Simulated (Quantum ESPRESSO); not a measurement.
# FeClO: parallel and opposed starts

Does FeClO prefer parallel or opposed moments, or none?

Main program and level: Quantum ESPRESSO 7.5; PBEsol; plane waves with GBRV 1.5 PBEsol potentials, no spin-orbit coupling.

Report form: the programs' logs are mostly left out.

## (1) Set-up

Symmetry: Pmmn, No. 59, orthorhombic system. The conventional cell has a = 3.302 Å, b = 3.780 Å, c = 7.917 Å, α = 90.00°, β = 90.00°, γ = 90.00°. Nearest to Fe lie 4 O at 1.96 to 2.10 Å and 2 Cl at 2.37 Å. Cl has 2 Fe at 2.37 Å nearest. O has 4 Fe at 1.96 to 2.10 Å nearest. Farther neighbours and most contacts between anions are not listed.

The cell comes from the Crystallography Open Database.

## (2) Run 1 (ferro ++)

The signs are those of the starting moments on the seeded atoms, the atoms that are given a moment.

File pw.in:

```
&CONTROL
  calculation = 'scf'
  prefix = 'pwscf'
  outdir = './tmp'
  pseudo_dir = './pseudo'
  disk_io = 'nowf'
/
&SYSTEM
  ibrav = 0
  nat = 6
  ntyp = 3
  ecutwfc = 40
  ecutrho = 280
  nbnd = 43
  occupations = 'smearing'
  smearing = 'fd'
  degauss = 0.00367493
  nspin = 2
  starting_magnetization(1) = 0.25
  starting_magnetization(2) = 0
  starting_magnetization(3) = 0
/
&ELECTRONS
  conv_thr = 1.2d-08
  electron_maxstep = 150
  mixing_beta = 0.3
/
ATOMIC_SPECIES
Fe     55.8450 fe_pbesol_v1.5.uspp.F.UPF
Cl     35.4500 cl_pbesol_v1.4.uspp.F.UPF
O      15.9990 o_pbesol_v1.2.uspp.F.UPF
CELL_PARAMETERS angstrom
   3.3020000000    0.0000000000    0.0000000000
   0.0000000000    3.7800000000    0.0000000000
   0.0000000000    0.0000000000    7.9170000000
ATOMIC_POSITIONS crystal
Fe      0.5000000000    0.0000000000    0.1156800000
Fe      0.0000000000    0.5000000000    0.8843200000
Cl      0.0000000000    0.0000000000    0.3300300000
Cl      0.5000000000    0.5000000000    0.6699700000
O       0.0000000000    0.0000000000    0.9516800000
O       0.5000000000    0.5000000000    0.0483200000
K_POINTS automatic
6 6 6 0 0 0
```

On the command line:

```
OMP_NUM_THREADS=1 mpirun -n 4 pw.x -nk 4 -in pw.in > pw.out
```

Wall time 70 s (4 MPI ranks of Intel Xeon Platinum 8488C (Sapphire Rapids), shared host); peak memory 0.82 GiB.

Spin moment in the atom's sphere by atom:

| atom | spin moment in the atom's sphere (μB) |
| --- | --- |
| Fe1 | 3.57 |
| Fe2 | 3.57 |
| Cl3 | 0.24 |
| Cl4 | 0.24 |
| O5 | 0.37 |
| O6 | 0.37 |

Numbers from this step:

```
smearing term TS       : 0.03609 eV
magnetization          : 9.319 μB
absolute magnetization : 9.325 μB
final state            : ferromagnetic
```

Spin density in the ac plane at fractional y = 0.000, with atoms of Fe and Cl and O within 0.2 Å of it.

Values in e/Å³, 24 rows by 14 columns, each cell a mean:
```
0.8 0.6 0.2 0.1 0.0 0.0 0.0 0.0 0.0 0.0 0.0 0.1 0.3 0.7
0.6 0.5 0.2 0.1 0.0 0.0 0.0 0.0 0.0 0.0 0.0 0.1 0.2 0.5
0.2 0.2 0.1 0.0 0.0 0.0 0.0 0.0 0.0 0.0 0.0 0.0 0.1 0.2
0.0 0.0 0.0 0.0 0.0 0.0 0.0 0.0 0.0 0.0 0.0 0.0 0.0 0.0
0.0 0.0 0.0 0.0 0.0 0.0 0.0 0.0 0.0 0.0 0.0 0.0 0.0 0.0
0.0 0.0 0.0 0.0 0.0 0.0 0.0 0.0 0.0 0.0 0.0 0.0 0.0 0.0
0.0 0.0 0.0 0.0 0.0 0.0 0.0 0.0 0.0 0.0 0.0 0.0 0.0 0.0
0.0 0.0 0.0 0.0 0.0 0.0 0.0 0.0 0.0 0.0 0.0 0.0 0.0 0.0
0.0 0.0 0.0 0.0 0.0 0.0 0.0 0.0 0.0 0.0 0.0 0.0 0.0 0.0
0.0 0.0 0.0 0.0 0.0 0.0 0.0 0.0 0.0 0.0 0.0 0.0 0.0 0.0
0.0 0.0 0.0 0.0 0.0 0.0 0.0 0.0 0.0 0.0 0.0 0.0 0.0 0.0
0.0 0.0 0.0 0.0 0.0 0.0 0.0 0.0 0.0 0.0 0.0 0.0 0.0 0.0
0.0 0.0 0.0 0.0 0.0 0.0 0.0 0.0 0.0 0.0 0.0 0.0 0.0 0.0
0.0 0.0 0.0 0.0 0.0 0.0 0.0 0.0 0.0 0.0 0.0 0.0 0.0 0.0
0.1 0.1 0.1 0.1 0.0 0.0 0.0 0.0 0.0 0.0 0.0 0.1 0.1 0.1
0.0 0.0 0.1 0.1 0.0 0.0 0.0 0.0 0.0 0.0 0.0 0.1 0.1 0.0
0.0 0.1 0.1 0.0 0.0 0.0 0.0 0.0 0.0 0.0 0.0 0.1 0.1 0.1
0.1 0.1 0.0 0.0 0.0 0.0 0.0 0.0 0.0 0.0 0.0 0.0 0.0 0.1
0.0 0.0 0.0 0.0 0.1 0.2 0.3 0.4 0.3 0.1 0.0 0.0 0.0 0.0
0.0 0.0 0.0 0.1 0.3 0.8 1.9 2.6 1.7 0.7 0.2 0.1 0.0 0.0
0.0 0.0 0.0 0.2 0.7 2.4 5.9 7.5 5.2 1.9 0.5 0.1 0.0 0.0
0.0 0.0 0.0 0.1 0.6 2.2 5.3 6.9 4.7 1.7 0.4 0.1 0.0 0.0
0.1 0.0 0.0 0.1 0.2 0.7 1.5 2.0 1.3 0.6 0.2 0.0 0.0 0.1
0.4 0.2 0.1 0.0 0.0 0.1 0.2 0.3 0.2 0.1 0.0 0.0 0.1 0.3
```
Columns run along a (3.3 Å), rows up along c (7.9 Å). Atoms in or near the plane, at fractional coordinates: Fe at (0.50, 0.12), Cl at (0.00, 0.33), O at (0.00, 0.95).

Valence density in the ac plane at fractional y = 0.000, with atoms of Fe and Cl and O within 0.2 Å of it. It is the smooth field of the valence electrons, not physical close to the nuclei.

Values in e/Å³, 24 rows by 14 columns, each cell a mean:
```
 7  6  3  1  0  0  0  0  0  0  1  1  4  6
 6  5  3  1  0  0  0  0  0  0  0  1  3  5
 3  2  1  0  0  0  0  0  0  0  0  1  1  2
 1  0  0  0  0  0  0  0  0  0  0  0  0  0
 0  0  0  0  0  0  0  0  0  0  0  0  0  0
 0  0  0  0  0  0  0  0  0  0  0  0  0  0
 0  0  0  0  0  0  0  0  0  0  0  0  0  0
 0  0  0  0  0  0  0  0  0  0  0  0  0  0
 0  0  0  0  0  0  0  0  0  0  0  0  0  0
 0  0  0  0  0  0  0  0  0  0  0  0  0  0
 0  0  0  0  0  0  0  0  0  0  0  0  0  0
 0  0  0  0  0  0  0  0  0  0  0  0  0  0
 0  0  0  0  0  0  0  0  0  0  0  0  0  0
 1  1  1  0  0  0  0  0  0  0  0  1  1  1
 2  2  1  1  0  0  0  0  0  0  0  1  2  2
-1  1  2  1  1  0  0  0  0  0  1  1  2  0
 0  1  2  1  1  0  0  0  0  0  1  1  2  1
 2  2  1  1  0  0  0  0  0  0  1  1  1  2
 1  1  1  1  0  1  1  1  1  1  0  1  1  1
 0  0  0  0  1  3  8 10  7  3  1  0  0  0
 0  0  0  0  2 10 21 21 19  8  1  0  0  0
 0  0  0  0  2  9 20 21 18  7  1  0  0  0
 1  1  1  1  1  3  6  8  5  2  1  0  1  1
 4  3  2  1  0  1  1  1  1  0  0  1  2  3
```
Columns run along a (3.3 Å), rows up along c (7.9 Å). Atoms in or near the plane, at fractional coordinates: Fe at (0.50, 0.12), Cl at (0.00, 0.33), O at (0.00, 0.95).

## (3) Start 2: antiferro +−

pw.in: that of step 2 with these lines changed.

```diff
@@ -10,6 +10,6 @@
   nat = 6
-  ntyp = 3
+  ntyp = 4
   ecutwfc = 40
   ecutrho = 280
-  nbnd = 43
+  nbnd = 39
   occupations = 'smearing'
@@ -19,4 +19,5 @@
   starting_magnetization(1) = 0.25
-  starting_magnetization(2) = 0
+  starting_magnetization(2) = -0.25
   starting_magnetization(3) = 0
+  starting_magnetization(4) = 0
 /
@@ -28,3 +29,4 @@
 ATOMIC_SPECIES
-Fe     55.8450 fe_pbesol_v1.5.uspp.F.UPF
+Fe1    55.8450 fe_pbesol_v1.5.uspp.F.UPF
+Fe2    55.8450 fe_pbesol_v1.5.uspp.F.UPF
 Cl     35.4500 cl_pbesol_v1.4.uspp.F.UPF
@@ -36,4 +38,4 @@
 ATOMIC_POSITIONS crystal
-Fe      0.5000000000    0.0000000000    0.1156800000
-Fe      0.0000000000    0.5000000000    0.8843200000
+Fe1     0.5000000000    0.0000000000    0.1156800000
+Fe2     0.0000000000    0.5000000000    0.8843200000
 Cl      0.0000000000    0.0000000000    0.3300300000
```

Wall time 63 s (4 MPI ranks); peak memory 0.81 GiB.

Spin moment in the atom's sphere by atom:

| atom | spin moment in the atom's sphere (μB) |
| --- | --- |
| Fe1 | 3.53 |
| Fe2 | -3.53 |
| Cl3 | 0.20 |
| Cl4 | -0.20 |
| O5 | -0.04 |
| O6 | 0.04 |

Read from the output:

| Property | Result |
| --- | --- |
| smearing term TS | 0.02278 eV |
| magnetization | 0 μB |
| absolute magnetization | 8.481 μB |
| final state | antiferromagnetic |

Spin density in the ac plane at fractional y = 0.000, with atoms of Fe and Cl and O within 0.2 Å of it.

Values in e/Å³, 24 rows by 14 columns, each cell a mean:
```
 0.1  0.0  0.0  0.0  0.0  0.0  0.0  0.0  0.0  0.0  0.0  0.0  0.0  0.0
-0.1  0.0  0.0  0.0  0.0  0.0  0.0  0.0  0.0  0.0  0.0  0.0  0.0  0.0
 0.0  0.0  0.0  0.0  0.0  0.0  0.0  0.0  0.0  0.0  0.0  0.0  0.0  0.0
 0.0  0.0  0.0  0.0  0.0  0.0  0.0  0.0  0.0  0.0  0.0  0.0  0.0  0.0
 0.0  0.0  0.0  0.0  0.0  0.0  0.0  0.0  0.0  0.0  0.0  0.0  0.0  0.0
 0.0  0.0  0.0  0.0  0.0  0.0  0.0  0.0  0.0  0.0  0.0  0.0  0.0  0.0
 0.0  0.0  0.0  0.0  0.0  0.0  0.0  0.0  0.0  0.0  0.0  0.0  0.0  0.0
 0.0  0.0  0.0  0.0  0.0  0.0  0.0  0.0  0.0  0.0  0.0  0.0  0.0  0.0
 0.0  0.0  0.0  0.0  0.0  0.0  0.0  0.0  0.0  0.0  0.0  0.0  0.0  0.0
 0.0  0.0  0.0  0.0  0.0  0.0  0.0  0.0  0.0  0.0  0.0  0.0  0.0  0.0
 0.0  0.0  0.0  0.0  0.0  0.0  0.0  0.0  0.0  0.0  0.0  0.0  0.0  0.0
 0.0  0.0  0.0  0.0  0.0  0.0  0.0  0.0  0.0  0.0  0.0  0.0  0.0  0.0
 0.0  0.0  0.0  0.0  0.0  0.0  0.0  0.0  0.0  0.0  0.0  0.0  0.0  0.0
 0.0  0.0  0.0  0.0  0.0  0.0  0.0  0.0  0.0  0.0  0.0  0.0  0.0  0.0
 0.0  0.1  0.1  0.0  0.0  0.0  0.0  0.0  0.0  0.0  0.0  0.1  0.1  0.1
 0.0  0.0  0.1  0.1  0.0  0.0  0.0  0.0  0.0  0.0  0.0  0.1  0.1  0.0
 0.0  0.1  0.1  0.0  0.0  0.0  0.0  0.0  0.0  0.0  0.0  0.0  0.1  0.0
 0.1  0.1  0.0  0.0  0.0  0.0  0.0  0.0  0.0  0.0  0.0  0.0  0.0  0.1
 0.0  0.0  0.0  0.0  0.1  0.2  0.3  0.4  0.3  0.1  0.0  0.0  0.0  0.0
 0.0  0.0  0.0  0.1  0.3  0.8  1.9  2.7  1.7  0.7  0.2  0.1  0.0  0.0
 0.0  0.0  0.0  0.2  0.7  2.4  5.8  7.5  5.1  1.9  0.5  0.1  0.0  0.0
 0.0  0.0  0.0  0.1  0.6  2.1  5.2  6.8  4.6  1.7  0.4  0.1  0.0  0.0
 0.0  0.0  0.0  0.0  0.2  0.7  1.5  2.0  1.3  0.5  0.1  0.0  0.0  0.0
 0.1  0.1  0.0  0.0  0.0  0.1  0.2  0.3  0.2  0.1  0.0  0.0  0.0  0.1
```
Columns run along a (3.3 Å), rows up along c (7.9 Å). Atoms in or near the plane, at fractional coordinates: Fe at (0.50, 0.12), Cl at (0.00, 0.33), O at (0.00, 0.95).

Valence density in the ac plane at fractional y = 0.000, with atoms of Fe and Cl and O within 0.2 Å of it. It is the smooth field of the valence electrons, not physical close to the nuclei.

Ten steps, logarithmic in the rise over the least value, from '_' (-1 e/Å³) to '@' (21 e/Å³), each cell a mean:
```
####**==------::------==**##
####++==--::::::::----==**##
++++==----::::::::::----==++
--------::::::::::::::------
::::::::::::::::::::::::::::
::::::::::::::::::::::::::::
::::::::::::::::::::::::::::
::::::::::::::::::::::::::::
::::::::::::::::::::::::::::
::::::::::::::::::::::::::::
::::::::::::::::::::::::::::
::::::::::::::::::::::::::::
--------::::::::::::::------
======----::::::::::----====
++++====----::::::----==++++
__==++==----::::----====++--
--==++==------::----====++==
++++====--------------====++
====--------======--------==
--------==**##%%##++==------
--------++%%@@@@@@##==------
--------++%%@@@@@@##==------
====----==++##%%##++==----==
**++++==----====------==++**
```
Columns run along a (3.3 Å), rows up along c (7.9 Å). Atoms in or near the plane, at fractional coordinates: Fe at (0.50, 0.12), Cl at (0.00, 0.33), O at (0.00, 0.95).

## (4) Run 3 (no spin polarisation)

pw.in: that of step 3 with these lines changed.

```diff
@@ -10,3 +10,3 @@
   nat = 6
-  ntyp = 4
+  ntyp = 3
   ecutwfc = 40
@@ -17,7 +17,2 @@
   degauss = 0.00367493
-  nspin = 2
-  starting_magnetization(1) = 0.25
-  starting_magnetization(2) = -0.25
-  starting_magnetization(3) = 0
-  starting_magnetization(4) = 0
 /
@@ -29,4 +24,3 @@
 ATOMIC_SPECIES
-Fe1    55.8450 fe_pbesol_v1.5.uspp.F.UPF
-Fe2    55.8450 fe_pbesol_v1.5.uspp.F.UPF
+Fe     55.8450 fe_pbesol_v1.5.uspp.F.UPF
 Cl     35.4500 cl_pbesol_v1.4.uspp.F.UPF
@@ -38,4 +32,4 @@
 ATOMIC_POSITIONS crystal
-Fe1     0.5000000000    0.0000000000    0.1156800000
-Fe2     0.0000000000    0.5000000000    0.8843200000
+Fe      0.5000000000    0.0000000000    0.1156800000
+Fe      0.0000000000    0.5000000000    0.8843200000
 Cl      0.0000000000    0.0000000000    0.3300300000
```

The job ended after 31 s (4 MPI ranks; peak memory 0.51 GiB; 2 min of CPU time).

This step gave:

```
smearing term TS : 0.1043 eV
final state      : non-magnetic (no spin polarisation)
```

## (5) The states side by side

An order is kept where moments of 0.15 μB or more survive with the typed signs; meshes match where a doubled cell samples the same k points as the first cell.

Orders:

| start | final state | typed order kept | energy over the lowest (meV a seeded atom) | largest site moment (μB) | net moment (μB a cell of the first run) | mesh matched | CPU time (s) |
| --- | --- | --- | --- | --- | --- | --- | --- |
| ferro ++ | ferromagnetic | yes | 118.5 | 3.566 | 9.319 | yes | 277.3 |
| antiferro +- | antiferromagnetic | yes | 0 | 3.53 | 0 | yes | 251.5 |
| no spin polarisation | non-magnetic | - | 842.3 | 0 | 0 | yes | 122.6 |

## (6) The lowest state again, with its states saved

File pw.in:

```
&CONTROL
  calculation = 'scf'
  prefix = 'pwscf'
  outdir = './tmp'
  pseudo_dir = './pseudo'
  disk_io = 'low'
/
&SYSTEM
  ibrav = 0
  celldm(1) = 8
  nat = 6
  ntyp = 4
  ecutwfc = 40
  ecutrho = 280
  nbnd = 43
  occupations = 'smearing'
  smearing = 'fd'
  degauss = 0.00367493
  nspin = 2
  starting_magnetization(1) = 0.25
  starting_magnetization(2) = -0.25
  starting_magnetization(3) = 0
  starting_magnetization(4) = 0
/
&ELECTRONS
  conv_thr = 1.2d-08
  electron_maxstep = 150
  mixing_beta = 0.3
/
ATOMIC_SPECIES
Fe1    55.8450 fe_pbesol_v1.5.uspp.F.UPF
Fe2    55.8450 fe_pbesol_v1.5.uspp.F.UPF
Cl     35.4500 cl_pbesol_v1.4.uspp.F.UPF
O      15.9990 o_pbesol_v1.2.uspp.F.UPF
CELL_PARAMETERS alat
   0.7799844579393    0.0000000000000    0.0000000000000
   0.0000000000000    0.8928955938857    0.0000000000000
   0.0000000000000    0.0000000000000    1.8701202160828
ATOMIC_POSITIONS crystal
Fe1     0.5000000000    0.0000000000    0.1156800000
Fe2     0.0000000000    0.5000000000    0.8843200000
Cl      0.0000000000    0.0000000000    0.3300300000
Cl      0.5000000000    0.5000000000    0.6699700000
O       0.0000000000    0.0000000000    0.9516800000
O       0.5000000000    0.5000000000    0.0483200000
K_POINTS automatic
6 6 6 0 0 0
```

Elapsed: 62 s, on 4 MPI ranks; peak memory 0.81 GiB; 4.1 min of CPU time.

Numbers from this step:

- smearing term TS: 0.02277 eV
- magnetization: 0 μB
- absolute magnetization: 8.482 μB
- final state: antiferromagnetic
- largest moment: 3.530 μB

## (7) Another way to count moments

projwfc.x projects the saved states on orthogonalised atomic orbitals of the pseudopotential files.

The job ended after 3.2 s (4 MPI ranks; peak memory 0.36 GiB).

| atom | moment in the sphere (μB) | Löwdin moment (μB) | Löwdin charge (e) |
| --- | --- | --- | --- |
| Fe1 | 3.530 | 3.915 | 15.535 |
| Fe2 | -3.530 | -3.915 | 15.535 |
| Cl3 | 0.200 | 0.257 | 6.999 |
| Cl4 | -0.200 | -0.257 | 6.999 |
| O5 | -0.042 | -0.044 | 6.385 |
| O6 | 0.042 | 0.044 | 6.385 |

## (8) What came out

| Quantity | Value |
| --- | --- |
| lowest state found | antiferromagnetic (from antiferro +-) |
| largest site moment | 3.53 μB |
| next state with moments | ferromagnetic, 119 meV a seeded atom higher |
| state without moments | 842 meV a seeded atom higher |

In words: Forming the moments gains more than four times the spread of the orders, as local moments do. The largest moment reads 3.53 μB in the sphere and 3.91 μB by Löwdin projection; a site moment hangs on how space is shared out. This is the lowest of 3 collinear or spinless starts, no proof of the ground state. No Hubbard term acts here. In such compounds local and semilocal functionals without one often delocalise the d electrons, and can shrink or lose moments and miss the size, sign and order of the couplings. The smearing term is large for its width, so states at the Fermi level are partly filled: at this level the cell is a metal or has a gap of a few widths at most.

[Logs and program files are shortened in this print: banners, set-up blocks, solver, clock and traceback lines can be left out without a mark of their own.]

[Logs are printed without paths, hosts, clocks, repeated set-up lines and the standing remarks that a program may print on its own settings, such as how far it seeks lower states.]

[Hosts, paths, dates, database ids (printed as entryN), source tags and the programs' standing remarks are cut or masked in the printed files.]

[Where a cell is said to come from a database of computed structures, the database is the Materials Project.]
